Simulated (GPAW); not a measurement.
# NaMgF3 (Pm-3m): the Mg K absorption edge

Aim: the near-edge shape at the Mg K edge of NaMgF3 (Pm-3m), and what the core hole does to it.

Program: GPAW 26.7.0. Level of theory: X-ray absorption from dipole matrix elements to empty bands, plane-wave PAW LDA. Results are calculated unless marked as measured.

Report form: the programs' logs are mostly left out.

### 1. Set-up

Symmetry: Pm-3m, No. 221, cubic system. Conventional cell: a = 3.951 Å, b = 3.951 Å, c = 3.951 Å, α = 90.00°, β = 90.00°, γ = 90.00°. Mg has 6 F at 1.98 Å nearest. Nearest to Na lie 12 F at 2.79 Å. Nearest to F lie 2 Mg at 1.98 Å and 4 Na at 2.79 Å. Farther neighbours and most contacts between anions are not listed.

As a file:

```xyz
5
Lattice="3.9508 0.0000 0.0000 0.0000 3.9508 0.0000 0.0000 0.0000 3.9508" Properties=species:S:1:pos:R:3 pbc="T T T"
Mg    1.9754    1.9754    1.9754
Na    0.0000    0.0000    0.0000
F     0.0000    1.9754    1.9754
F     1.9754    0.0000    1.9754
F     1.9754    1.9754    0.0000
```

### 2. Ground state of the crystal

The ground state comes first: it tells whether the system has a gap, which decides how the excited electron is treated.

The input, scf.py:

```python
import numpy as np
from ase import Atoms
from ase.parallel import parprint, paropen
from gpaw import GPAW, PW, FermiDirac, Mixer, MixerDif, setup_paths
from gpaw.test import gen
setup_paths.insert(0, '.')
gen('Mg', name='nch1s', xcname='LDA', corehole=(1, 0, 0), write_xml=True)
from gpaw.mpi import world
world.barrier()

atoms = Atoms('MgNaF3',
    cell=[[3.950839, 0, 0],
     [0, 3.950839, 0],
     [0, 0, 3.950839]],
    scaled_positions=[[0.5, 0.5, 0.5],
     [0, 0, 0],
     [0, 0.5, 0.5],
     [0.5, 0, 0.5],
     [0.5, 0.5, 0]],
    pbc=True)
atoms.calc = calc = GPAW(legacy_gpaw=True, mode=PW(500), xc='LDA', setups={0: 'nch1s'},
    kpts={'size': (6, 6, 6), 'gamma': True}, occupations=FermiDirac(0.05),
    charge=0, mixer=Mixer(0.1, 5, 50), maxiter=150,
    convergence={'density': 0.0001}, txt='scf.txt')
energy = atoms.get_potential_energy() + calc.get_reference_energy()
ef = calc.get_fermi_level()
out = dict(energy=energy, fermi=ef, forces=atoms.get_forces().tolist())
parprint(f'all-electron energy {energy:.4f} eV, Fermi level {ef:.4f} eV')
ev = np.array([[calc.get_eigenvalues(k, s) for k in range(len(calc.get_ibz_k_points()))] for s in range(calc.get_number_of_spins())])
out['homo'], out['lumo'], out['counts'] = ev[ev < ef].max(), ev[ev > ef].min(), sorted(set((ev < ef).sum((0, 2)).tolist()))
out['filled'] = (ev[:, 0] < ef).sum(1).tolist()
import json
with paropen('out.json', 'w') as f:
    json.dump(out, f)
```

On the command line:

```console
OMP_NUM_THREADS=1 mpirun -n 4 gpaw python scf.py
```

It took 6.9 s on 4 MPI ranks of Arm Neoverse V1, shared host; peak memory 0.2 GiB.

The mesh shows a gap of 5.62 eV, so the hole is first treated in a charged cell, without the excited electron.

### 3. Spectrum without a core hole, Mg atom 1

Without a hole the spectrum is the empty density of states of the right symmetry on the absorber, weighted by matrix elements. It needs only the small cell and serves as the baseline. The data set with a hole of occupation 0 only carries the core orbital.

The absorber has 6 F at 1.98 Å (octahedral, site symmetry m-3m).

The input, xas.py:

```python
import numpy as np
from ase import Atoms
from ase.parallel import parprint, paropen
from gpaw import GPAW, PW, FermiDirac, Mixer, MixerDif, setup_paths
from gpaw.test import gen
setup_paths.insert(0, '.')
gen('Mg', name='nch1s', xcname='LDA', corehole=(1, 0, 0), write_xml=True)
from gpaw.mpi import world
world.barrier()

atoms = Atoms('MgNaF3',
    cell=[[3.950839, 0, 0],
     [0, 3.950839, 0],
     [0, 0, 3.950839]],
    scaled_positions=[[0.5, 0.5, 0.5],
     [0, 0, 0],
     [0, 0.5, 0.5],
     [0.5, 0, 0.5],
     [0.5, 0.5, 0]],
    pbc=True)
atoms.calc = calc = GPAW(legacy_gpaw=True, mode=PW(500), xc='LDA', setups={0: 'nch1s'},
    kpts={'size': (6, 6, 6), 'gamma': True}, occupations=FermiDirac(0.02),
    charge=0, mixer=Mixer(0.1, 5, 50), maxiter=150,
    convergence={'density': 0.0001}, txt='scf.txt')
energy = atoms.get_potential_energy() + calc.get_reference_energy()
ef = calc.get_fermi_level()
out = dict(energy=energy, fermi=ef, forces=atoms.get_forces().tolist())
parprint(f'all-electron energy {energy:.4f} eV, Fermi level {ef:.4f} eV')
ev = np.array([[calc.get_eigenvalues(k, s) for k in range(len(calc.get_ibz_k_points()))] for s in range(calc.get_number_of_spins())])
out['homo'], out['lumo'], out['counts'] = ev[ev < ef].max(), ev[ev > ef].min(), sorted(set((ev < ef).sum((0, 2)).tolist()))
out['filled'] = (ev[:, 0] < ef).sum(1).tolist()

from ase.units import Ha
from gpaw.xas import dipole_matrix_elements
nb = int(calc.get_number_of_electrons() / 2) + 40
top, nb = nb, nb + 8 + nb // 12
nscf = calc.fixed_density(kpts={'size': (6, 6, 6), 'gamma': True}, nbands=nb,
    convergence={'bands': top, 'eigenstates': 1e-5}, maxiter=60, txt='nscf.txt')
cell = atoms.cell.array
ops = [cell.T @ U.T @ np.linalg.inv(cell.T) for U in nscf.wfs.kd.symmetry.op_scc]
filled = [19]  # bands filled in the ground state, by spin
E = np.arange(-25, 34, 0.1)
fwhm = np.interp(E, [4, 25], [0.9, 3.5])
Y, X, zero, highest = 0, 0, 1e9, 1e9
for spin in range(nscf.get_number_of_spins()):
    wfs = nscf.wfs
    A = dipole_matrix_elements(wfs.setups[0])
    eps = np.zeros((wfs.kd.nibzkpts, nb))
    d = np.zeros((3, A.shape[1], wfs.kd.nibzkpts, nb), complex)
    for kpt in wfs.kpt_u:
        if kpt.s == spin and 0 in kpt.P_ani:
            eps[kpt.k] = kpt.eps_n * Ha
            d[:, :, kpt.k] = (kpt.weight * wfs.nspins / 2) ** 0.5 * np.inner(A, kpt.P_ani[0])
    world.sum(eps)
    world.sum(d)
    T = np.einsum('amkn,bmkn->abkn', d, d.conj()).real
    T = sum(np.einsum('ai,ijkn,bj->abkn', R, T, R) for R in ops) / len(ops)
    empty = np.ones_like(eps, bool) & (np.arange(nb) >= filled[spin])
    zero, highest = min(zero, eps[empty].min()), min(highest, eps[:, top - 1].min())
    lines = [(eps, T, empty)] if spin == 0 else lines + [(eps, T, empty)]
for eps, T, empty in lines:
    f = np.einsum('aakn->akn', T).reshape(3, -1)
    x = eps.ravel() - zero
    w = np.interp(x, E, fwhm) / 2.35482
    g = np.exp(-0.5 * ((E[:, None] - x) / w) ** 2) / (w * (2 * np.pi) ** 0.5)
    Y = Y + (f * empty.ravel()) @ g.T
    X = X + (f * ~empty.ravel()) @ g.T
out.update(E=E.round(2).tolist(), xas=Y.tolist(), xes=X.tolist(), zero=zero, valid=highest - zero, nk=len(eps), nb=nb)
for i in range(0, len(E), 10):
    parprint(f'{E[i]:7.2f}', *(f'{v:10.3e}' for v in Y[:, i]))
import json
with paropen('out.json', 'w') as f:
    json.dump(out, f)
```

On the command line:

```console
OMP_NUM_THREADS=1 mpirun -n 4 gpaw python xas.py
```

The job ended after 15 s (4 MPI ranks; peak memory 0.23 GiB).

The Mg K spectrum, Mg atom 1, no core hole (energy from the lowest empty level; intensity scaled to a mean of 1 over the first 20 eV):

| E (eV) | intensity |
| --- | --- |
| -2.0 | 0.00 |
| -1.4 | 0.00 |
| -0.8 | 0.00 |
| -0.2 | 0.00 |
| 0.4 | 0.00 |
| 1.0 | 0.01 |
| 1.6 | 0.02 |
| 2.2 | 0.04 |
| 2.8 | 0.06 |
| 3.4 | 0.09 |
| 4.0 | 0.10 |
| 4.6 | 0.16 |
| 5.2 | 0.29 |
| 5.8 | 0.40 |
| 6.4 | 0.40 |
| 7.0 | 0.40 |
| 7.6 | 0.49 |
| 8.2 | 0.55 |
| 8.8 | 0.70 |
| 9.4 | 1.16 |
| 10.0 | 1.81 |
| 10.6 | 2.27 |
| 11.2 | 2.12 |
| 11.8 | 1.61 |
| 12.4 | 1.29 |
| 13.0 | 1.21 |
| 13.6 | 1.20 |
| 14.2 | 1.23 |
| 14.8 | 1.35 |
| 15.4 | 1.59 |
| 16.0 | 1.91 |
| 16.6 | 2.18 |
| 17.2 | 2.27 |
| 17.8 | 2.13 |
| 18.4 | 1.79 |
| 19.0 | 1.36 |
| 19.6 | 0.94 |
| 20.2 | 0.64 |
| 20.8 | 0.46 |
| 21.4 | 0.36 |
| 22.0 | 0.31 |
| 22.6 | 0.30 |
| 23.2 | 0.30 |
| 23.8 | 0.31 |
| 24.4 | 0.34 |
| 25.0 | 0.38 |
| 25.6 | 0.44 |
| 26.2 | 0.52 |
| 26.8 | 0.60 |
| 27.4 | 0.68 |
| 28.0 | 0.76 |
| 28.6 | 0.82 |
| 29.2 | 0.87 |
| 29.8 | 0.92 |
| 30.4 | 0.96 |
| 31.0 | 1.00 |
| 31.6 | 1.04 |

Main maxima below 24 eV (height): 10.8 eV (2.29) and 17.1 eV (2.27). A K edge sees empty p states on the absorber.

The same matrix elements for filled bands give the Mg K emission of Mg atom 1 (ground-state approximation; energy from the lowest empty level, largest value 1):

| E (eV) | emission |
| --- | --- |
| -24.00 | 0.03 |
| -23.25 | 0.00 |
| -22.50 | 0.00 |
| -21.75 | 0.00 |
| -21.00 | 0.00 |
| -20.25 | 0.00 |
| -19.50 | 0.00 |
| -18.75 | 0.00 |
| -18.00 | 0.00 |
| -17.25 | 0.00 |
| -16.50 | 0.00 |
| -15.75 | 0.00 |
| -15.00 | 0.00 |
| -14.25 | 0.00 |
| -13.50 | 0.00 |
| -12.75 | 0.00 |
| -12.00 | 0.00 |
| -11.25 | 0.00 |
| -10.50 | 0.00 |
| -9.75 | 0.02 |
| -9.00 | 0.24 |
| -8.25 | 0.81 |
| -7.50 | 0.82 |
| -6.75 | 0.23 |
| -6.00 | 0.09 |
| -5.25 | 0.01 |
| -4.50 | 0.00 |
| -3.75 | 0.00 |
| -3.00 | 0.00 |
| -2.25 | 0.00 |
| -1.50 | 0.00 |
| -0.75 | 0.00 |
| 0.00 | 0.00 |
| 0.75 | 0.00 |
| 1.50 | 0.00 |
| 2.25 | 0.00 |
| 3.00 | 0.00 |

Emission maxima: -7.8 eV (1.00).

### 4. Supercell without a hole, the energy reference

The photon energy needs a difference of total energies, so the cell and mesh of the coming hole run are first run without a hole.

Edit scf.py of step 2 so:

```diff
@@ -10,7 +10,10 @@
 
-atoms = Atoms('MgNaF3',
-    cell=[[3.950839, 0, 0],
-     [0, 3.950839, 0],
-     [0, 0, 3.950839]],
-    scaled_positions=[[0.5, 0.5, 0.5],
+atoms = Atoms('Mg4Na4F12',
+    cell=[[3.950839, 3.950839, 3.950839],
+     [-3.950839, 3.950839, -3.950839],
+     [-3.950839, -3.950839, 3.950839]],
+    scaled_positions=[[0.5, 0, 0],
+     [0.5, 0.5, 0.5],
+     [0, 0, 0.5],
+     [0, 0.5, 0],
      [0, 0, 0],
@@ -18,6 +21,18 @@
      [0.5, 0, 0.5],
-     [0.5, 0.5, 0]],
+     [0.5, 0.5, 0],
+     [0.5, 0.25, 0.25],
+     [0.5, 0.75, 0.75],
+     [0, 0.25, 0.75],
+     [0, 0.75, 0.25],
+     [0.25, 0.75, 0],
+     [0.25, 0.25, 0.5],
+     [0.75, 0.75, 0.5],
+     [0.75, 0.25, 0],
+     [0.25, 0, 0.75],
+     [0.25, 0.5, 0.25],
+     [0.75, 0, 0.25],
+     [0.75, 0.5, 0.75]],
     pbc=True)
 atoms.calc = calc = GPAW(legacy_gpaw=True, mode=PW(500), xc='LDA', setups={0: 'nch1s'},
-    kpts={'size': (6, 6, 6), 'gamma': True}, occupations=FermiDirac(0.05),
+    kpts={'size': (3, 3, 3), 'gamma': True}, occupations=FermiDirac(0.02),
     charge=0, mixer=Mixer(0.1, 5, 50), maxiter=150,
```

On the command line:

```console
OMP_NUM_THREADS=1 mpirun -n 4 gpaw python scf.py
```

It took 37 s on 4 MPI ranks; peak memory 0.31 GiB; 2.4 min of CPU time.

Reference energy: -71795.388 eV with the cores included.

### 5. Spectrum with FCH, Mg atom 1

The holes are 6.8 Å apart. In GPAW the data set carries the hole's charge, so charge=0 means a charged cell and charge=-1 a neutral one. The excited electron is left out and a uniform background balances the charge. After the field has converged, empty bands are computed with the density fixed and the dipole matrix elements are summed.

Edit xas.py of step 3 so:

```diff
@@ -6,3 +6,3 @@
 setup_paths.insert(0, '.')
-gen('Mg', name='nch1s', xcname='LDA', corehole=(1, 0, 0), write_xml=True)
+gen('Mg', name='fch1s', xcname='LDA', corehole=(1, 0, 1), write_xml=True)
 from gpaw.mpi import world
@@ -10,7 +10,10 @@
 
-atoms = Atoms('MgNaF3',
-    cell=[[3.950839, 0, 0],
-     [0, 3.950839, 0],
-     [0, 0, 3.950839]],
-    scaled_positions=[[0.5, 0.5, 0.5],
+atoms = Atoms('Mg4Na4F12',
+    cell=[[3.950839, 3.950839, 3.950839],
+     [-3.950839, 3.950839, -3.950839],
+     [-3.950839, -3.950839, 3.950839]],
+    scaled_positions=[[0.5, 0, 0],
+     [0.5, 0.5, 0.5],
+     [0, 0, 0.5],
+     [0, 0.5, 0],
      [0, 0, 0],
@@ -18,6 +21,18 @@
      [0.5, 0, 0.5],
-     [0.5, 0.5, 0]],
+     [0.5, 0.5, 0],
+     [0.5, 0.25, 0.25],
+     [0.5, 0.75, 0.75],
+     [0, 0.25, 0.75],
+     [0, 0.75, 0.25],
+     [0.25, 0.75, 0],
+     [0.25, 0.25, 0.5],
+     [0.75, 0.75, 0.5],
+     [0.75, 0.25, 0],
+     [0.25, 0, 0.75],
+     [0.25, 0.5, 0.25],
+     [0.75, 0, 0.25],
+     [0.75, 0.5, 0.75]],
     pbc=True)
-atoms.calc = calc = GPAW(legacy_gpaw=True, mode=PW(500), xc='LDA', setups={0: 'nch1s'},
-    kpts={'size': (6, 6, 6), 'gamma': True}, occupations=FermiDirac(0.02),
+atoms.calc = calc = GPAW(legacy_gpaw=True, mode=PW(500), xc='LDA', setups={0: 'fch1s'},
+    kpts={'size': (3, 3, 3), 'gamma': True}, occupations=FermiDirac(0.02),
     charge=0, mixer=Mixer(0.1, 5, 50), maxiter=150,
@@ -34,5 +49,5 @@
 from gpaw.xas import dipole_matrix_elements
-nb = int(calc.get_number_of_electrons() / 2) + 40
+nb = int(calc.get_number_of_electrons() / 2) + 149
 top, nb = nb, nb + 8 + nb // 12
-nscf = calc.fixed_density(kpts={'size': (6, 6, 6), 'gamma': True}, nbands=nb,
+nscf = calc.fixed_density(kpts={'size': (4, 4, 4), 'gamma': True}, nbands=nb,
     convergence={'bands': top, 'eigenstates': 1e-5}, maxiter=60, txt='nscf.txt')
@@ -40,4 +55,4 @@
 ops = [cell.T @ U.T @ np.linalg.inv(cell.T) for U in nscf.wfs.kd.symmetry.op_scc]
-filled = [19]  # bands filled in the ground state, by spin
-E = np.arange(-25, 34, 0.1)
+filled = [76]  # bands filled in the ground state, by spin
+E = np.arange(-6, 34, 0.1)
 fwhm = np.interp(E, [4, 25], [0.9, 3.5])
```

On the command line:

```console
OMP_NUM_THREADS=1 mpirun -n 4 gpaw python xas.py
```

Wall time 4 min (4 MPI ranks); peak memory 0.55 GiB; 16 min of CPU time.

The Mg K spectrum, Mg atom 1, full core hole (charged cell) (energy from the lowest empty level; intensity scaled to a mean of 1 over the first 20 eV):

| E (eV) | intensity |
| --- | --- |
| -2.0 | 0.00 |
| -1.4 | 0.00 |
| -0.8 | 0.00 |
| -0.2 | 0.00 |
| 0.4 | 0.00 |
| 1.0 | 0.01 |
| 1.6 | 0.03 |
| 2.2 | 0.12 |
| 2.8 | 0.28 |
| 3.4 | 0.41 |
| 4.0 | 0.67 |
| 4.6 | 0.98 |
| 5.2 | 1.73 |
| 5.8 | 2.35 |
| 6.4 | 2.25 |
| 7.0 | 1.69 |
| 7.6 | 1.98 |
| 8.2 | 3.02 |
| 8.8 | 2.99 |
| 9.4 | 1.99 |
| 10.0 | 1.10 |
| 10.6 | 0.69 |
| 11.2 | 0.55 |
| 11.8 | 0.58 |
| 12.4 | 0.73 |
| 13.0 | 0.88 |
| 13.6 | 0.96 |
| 14.2 | 1.02 |
| 14.8 | 1.09 |
| 15.4 | 1.12 |
| 16.0 | 1.03 |
| 16.6 | 0.86 |
| 17.2 | 0.67 |
| 17.8 | 0.51 |
| 18.4 | 0.38 |
| 19.0 | 0.28 |
| 19.6 | 0.22 |
| 20.2 | 0.19 |
| 20.8 | 0.18 |
| 21.4 | 0.19 |
| 22.0 | 0.20 |
| 22.6 | 0.22 |
| 23.2 | 0.25 |
| 23.8 | 0.29 |
| 24.4 | 0.35 |
| 25.0 | 0.42 |
| 25.6 | 0.51 |
| 26.2 | 0.59 |
| 26.8 | 0.66 |
| 27.4 | 0.71 |
| 28.0 | 0.74 |
| 28.6 | 0.74 |
| 29.2 | 0.73 |
| 29.8 | 0.70 |
| 30.4 | 0.68 |
| 31.0 | 0.64 |
| 31.6 | 0.59 |

Main maxima below 24 eV (height): 6.0 eV (2.39), 8.5 eV (3.18) and 15.3 eV (1.12). 

The hole costs E(hole) − E(ground) = 1304.68 eV, and the lowest empty level of the hole cell on the spectrum's mesh lies at 4.32 eV, which puts the zero at 1308.99 eV. One term is added: -12.89 eV, since the hole is spin-paired here and a spin-polarised one costs that much less in the free atom (computed apart). The photon energy is then 1296.10 eV. The tabulated edge of the element is 1303 eV. The functional and the charged cell's background leave an error in such absolute values: in the free atom LDA prices this hole 6.5 eV below PBE (computed apart), and PBE is itself good to a few eV.

### 6. Spectrum with HCH, Mg atom 1

The holes are 6.8 Å apart. The data set carries half a charge, which charge=0 leaves uncompensated but for the background. Half a hole is Slater's transition state, a compromise that weakens the attraction. After the field has converged, empty bands are computed with the density fixed and the dipole matrix elements are summed.

Changed against the first core-hole run: core hole from full to half.

Edit xas.py of step 5 so:

```diff
@@ -6,3 +6,3 @@
 setup_paths.insert(0, '.')
-gen('Mg', name='fch1s', xcname='LDA', corehole=(1, 0, 1), write_xml=True)
+gen('Mg', name='hch1s', xcname='LDA', corehole=(1, 0, 0.5), write_xml=True)
 from gpaw.mpi import world
@@ -35,3 +35,3 @@
     pbc=True)
-atoms.calc = calc = GPAW(legacy_gpaw=True, mode=PW(500), xc='LDA', setups={0: 'fch1s'},
+atoms.calc = calc = GPAW(legacy_gpaw=True, mode=PW(500), xc='LDA', setups={0: 'hch1s'},
     kpts={'size': (3, 3, 3), 'gamma': True}, occupations=FermiDirac(0.02),
```

Elapsed: 4 min, on 4 MPI ranks; peak memory 0.56 GiB.

| E (eV) | first run | this run |
| --- | --- | --- |
| -2.0 | 0.00 | 0.00 |
| -1.0 | 0.00 | 0.00 |
| 0.0 | 0.00 | 0.00 |
| 1.0 | 0.01 | 0.01 |
| 2.0 | 0.08 | 0.04 |
| 3.0 | 0.33 | 0.13 |
| 4.0 | 0.67 | 0.21 |
| 5.0 | 1.42 | 0.46 |
| 6.0 | 2.39 | 0.89 |
| 7.0 | 1.69 | 0.94 |
| 8.0 | 2.72 | 1.20 |
| 9.0 | 2.71 | 2.46 |
| 10.0 | 1.10 | 2.85 |
| 11.0 | 0.58 | 1.47 |
| 12.0 | 0.62 | 0.90 |
| 13.0 | 0.88 | 1.06 |
| 14.0 | 0.99 | 1.18 |
| 15.0 | 1.11 | 1.44 |
| 16.0 | 1.03 | 1.65 |
| 17.0 | 0.73 | 1.39 |
| 18.0 | 0.46 | 0.91 |
| 19.0 | 0.28 | 0.53 |
| 20.0 | 0.19 | 0.31 |
| 21.0 | 0.18 | 0.24 |
| 22.0 | 0.20 | 0.23 |
| 23.0 | 0.24 | 0.25 |
| 24.0 | 0.31 | 0.30 |
| 25.0 | 0.42 | 0.39 |
| 26.0 | 0.57 | 0.53 |
| 27.0 | 0.68 | 0.67 |
| 28.0 | 0.74 | 0.77 |
| 29.0 | 0.73 | 0.82 |
| 30.0 | 0.70 | 0.84 |
| 31.0 | 0.64 | 0.83 |
| 32.0 | 0.55 | 0.78 |

Against the first run the r.m.s. difference is 59 %. A shift of +1.2 eV leaves 34 %. The highest intensity below 16 eV goes from 8.5 eV (3.18) to 9.7 eV (2.98).

### 7. Supercell without a hole, the energy reference

The mesh changes for the next run, so it gets a reference energy of its own.

Edit scf.py of step 4 so:

```diff
@@ -36,3 +36,3 @@
 atoms.calc = calc = GPAW(legacy_gpaw=True, mode=PW(500), xc='LDA', setups={0: 'nch1s'},
-    kpts={'size': (3, 3, 3), 'gamma': True}, occupations=FermiDirac(0.02),
+    kpts={'size': (1, 1, 1), 'gamma': True}, occupations=FermiDirac(0.02),
     charge=0, mixer=Mixer(0.1, 5, 50), maxiter=150,
```

On the command line:

```console
OMP_NUM_THREADS=1 mpirun -n 4 gpaw python scf.py
```

Run time: 6.8 s. Hardware: 4 MPI ranks; peak memory 0.24 GiB.

The run finished; it serves as a test, and its numbers are not taken as the result.

(Continued in part 2 of 2.)

[Logs are printed without paths, hosts, clocks, repeated set-up lines and the standing remarks that a program may print on its own settings, such as how far it seeks lower states.]

[Hosts, paths, dates, database ids (printed as entryN), source tags and the programs' standing remarks are cut or masked in the printed files.]

[Lists of maxima count a maximum above −3 eV only where it reaches 4 % of the highest in the window and stands out from its surroundings by 2 % of it (1.5 % where it reaches 55 %); shoulders and weaker maxima are passed over, and of the rest the first, up to two pre-edge ones and the few strongest are named.]
